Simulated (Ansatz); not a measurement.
Planning a run of Ansatz 0.2.0 on LiGeN (P6_3mc). The input:

```yaml
crystal:
  lattice:
    - [3.0124085355, 0.0, 0.0]
    - [-1.5062042677, 2.6088223183, 0.0]
    - [0.0, 0.0, 9.419459]
  atoms:
    - { symbol: Li, position: [0.66666667, 0.33333333, 0.743392] }
    - { symbol: Li, position: [0.33333333, 0.66666667, 0.243392] }
    - { symbol: Ge, position: [0.0, 0.0, 0.498023] }
    - { symbol: Ge, position: [0.0, 0.0, 0.998023] }
    - { symbol: "N", position: [0.33333333, 0.66666667, 0.603223] }
    - { symbol: "N", position: [0.66666667, 0.33333333, 0.103223] }
kpoints:
  mp_grid: { grid: [9, 9, 2] }
hamiltonian:
  xc: pbe
  pseudopotentials: { kind: paw, azcp: { folder: soft_1 } }
scf:
  occupations: { method: fixed }
dielectric: {}
```

```sh
ansatz run input.yaml --threads 3 --pin off --max-ram 92160MiB --backend cuda --events-out ev --progress --plain --runs-dir out --devices 1 --max-vram 13GiB
```

Question: Estimate wall time and host memory on 1 × NVIDIA H100 80GB HBM3 (shared by 6 runs) with 3 threads of AMD EPYC 7R13 (Zen 3), shared host.

It took 37 s; on shared hardware allow 18 s to 74 s. Peak host memory was 2.0 GiB.

[Paths, hosts, dates, memory and timing lines, banners, echoed tables and standing remarks are left out of the program output.]

[Logs are printed without paths, hosts, clocks, repeated set-up lines and the standing remarks that a program may print on its own settings, such as how far it seeks lower states.]

[Runs of the session that timed out or met a known fault of the program may be left out.]

[Cells called generated may have been cut or substituted from an entry of the Crystallography Open Database or the Materials Project.]

[Hosts, paths, dates, database ids (printed as entryN), source tags and the programs' standing remarks are cut or masked in the printed files.]
